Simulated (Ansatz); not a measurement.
Whose spectrum is this?

Method: Ansatz, PBE, independent particles, without spin-orbit coupling, line width 0.1 eV (Gaussian); metals get a typed carrier damping. The response is along the first axis of the cell.

E (eV), Im ε and a bar:
```
     0.00       0.00 
     0.25       0.00 
     0.50       0.00 
     0.75       0.00 
     1.00       0.00 
     1.25       0.00 
     1.50       0.00 
     1.75       0.00 
     2.00       0.00 
     2.25       0.00 
     2.50       0.00 
     2.75       0.00 
     3.00       0.00 
     3.25       0.02 
     3.50       2.06 #
     3.75       3.83 ###
     4.00       4.92 ###
     4.25       6.02 ####
     4.50       7.26 #####
     4.75       8.83 ######
     5.00      10.88 #######
     5.25      14.00 #########
     5.50      22.05 ###############
     5.75      45.51 ##############################
     6.00      36.90 ########################
     6.25      21.84 ##############
     6.50      19.23 #############
     6.75      15.12 ##########
     7.00      12.32 ########
     7.25      10.42 #######
     7.50       9.18 ######
     7.75       8.31 #####
     8.00       7.48 #####
     8.25       6.67 ####
     8.50       6.07 ####
     8.75       5.27 ###
     9.00       4.74 ###
     9.25       4.17 ###
     9.50       3.67 ##
     9.75       3.26 ##
    10.00       2.92 ##
```

Question: All candidates were run at this level. Which one is shown?
A. InP (F-43m)
B. BN (P6_3/mmc)
C. BP (F-43m)
D. CdSe (F-43m)

Answer: C. BP (F-43m): least direct gap 3.40 eV, ε∞ = 9.49 along the first axis, strongest peak along the first axis at 5.84 eV. The others: InP (F-43m), least direct gap 0.71 eV, ε∞ = 11.39 along the first axis, strongest peak along the first axis at 4.30 eV; BN (P6_3/mmc), least direct gap 4.66 eV, ε∞ = 4.84 along the first axis, strongest peak along the first axis at 5.71 eV; CdSe (F-43m), least direct gap 0.55 eV, ε∞ = 8.31 along the first axis, strongest peak along the first axis at 5.14 eV.

[Logs are printed without paths, hosts, clocks, repeated set-up lines and the standing remarks that a program may print on its own settings, such as how far it seeks lower states.]
